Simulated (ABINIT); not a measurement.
# Calculated records

## Tellurium (P3_121, 3 atoms a cell): a self-consistent loop beyond G0W0, cycle by cycle

It takes space group P3_121 (No. 152, trigonal). The conventional cell has a = 4.454 Å, b = 4.454 Å, c = 5.924 Å, α = 90.00°, β = 90.00°, γ = 120.00°. Te has 2 Te at 2.86 Å nearest.

```
Te
1.0
     4.45400    0.00000    0.00000
    -2.22700    3.85728    0.00000
     0.00000    0.00000    5.92400
Te
3
Direct
  0.26900 0.00000 0.33333
  0.00000 0.26900 0.66667
  0.73100 0.73100 0.00000
```

| Quantity | Value |
| --- | --- |
| method | RPA screening on PBE from quasiparticle energies and orbitals, plane waves, norm-conserving pseudopotentials (and 4 further levels or steps) |
| program | ABINIT 10.8.3 |
| settings | cutoff 39 Ha, PseudoDojo scalar-relativistic 0.4 stringent, norm-conserving, potential set dojo-sr-pbe-0.4-stringent, ngkpt (3, 3, 2), nband 112, ecuteps 4 Ha, gwcalctyp 27, nfreqre 1, inclvkb 2, shiftk (0, 0, 0), symchi 1, awtr 1, frequency static, cycle 5, q points all but q = 0, 3×3×2 k-mesh |
| cost | 16 runs, 7.7 min in all on 4 MPI ranks of AMD EPYC 7R43, shared host |
| notes | The database entry behind the starting cell differs from other determinations of this structure. The program’s warnings: nkpt*nsppol () is not a multiple of nproc spkpt (). The cell and positions come from the Crystallography Open Database and are kept as given unless a step says otherwise. Limits: no spin-orbit coupling. The 3×3×2 mesh is coarse for this cell, which bears on the long-range parts of exchange and screening. On this mesh the RPA ε∞ passes 90, more than nearly any semiconductor shows; a coarse mesh does this where one point with a narrow direct gap carries much weight. The screening is then too strong, and the G0W0 gap should not be taken as the material’s. |
| G0W0 | 0.426 eV |
| self-consistent COHSEX, cycle 1 | 0.542 eV |
| self-consistent COHSEX, cycle 2 | 0.630 eV |
| self-consistent COHSEX, cycle 3 | 0.642 eV |
| self-consistent COHSEX, cycle 4 | 0.637 eV |
| self-consistent COHSEX, cycle 5 | 0.631 eV |

Only the bands that the input lists are updated; the higher empty ones keep the functional's energies. Self-consistent COHSEX ends at 0.63 eV, +0.21 eV from G0W0, after 5 cycles that took 5.9 min beside the first screening; the last moved the gap by 0.006 eV.

[Long decimals in the printed logs are rounded to 6 places.]

[Logs are printed without paths, hosts, clocks, repeated set-up lines and the standing remarks that a program may print on its own settings, such as how far it seeks lower states.]

[Paths, hosts, dates, memory and timing lines, banners, echoed tables and standing remarks are left out of the program output; an Ansatz launch command may be rebuilt from the run's recorded settings. Measured values are a selection of at most five: reports struck by readers or far from the other reports are left out. None is set beside runs whose start may be inverted or whose files or cutoffs have a known fault.]

[Runs of the session that timed out or met a known fault of the program may be left out.]

[Hosts, paths, dates, database ids (printed as entryN), source tags and the programs' standing remarks are cut or masked in the printed files.]

[G0W0 gaps are taken among the corrected bands and points alone; a level outside them can change the order at an edge.]

[Where Ansatz stands beside ABINIT at settings called matched, ABINIT's density can come from a denser mesh and the files from another edition; pairs whose starting gaps differed by over 0.03 eV were left out, so agreement reads better than it is.]
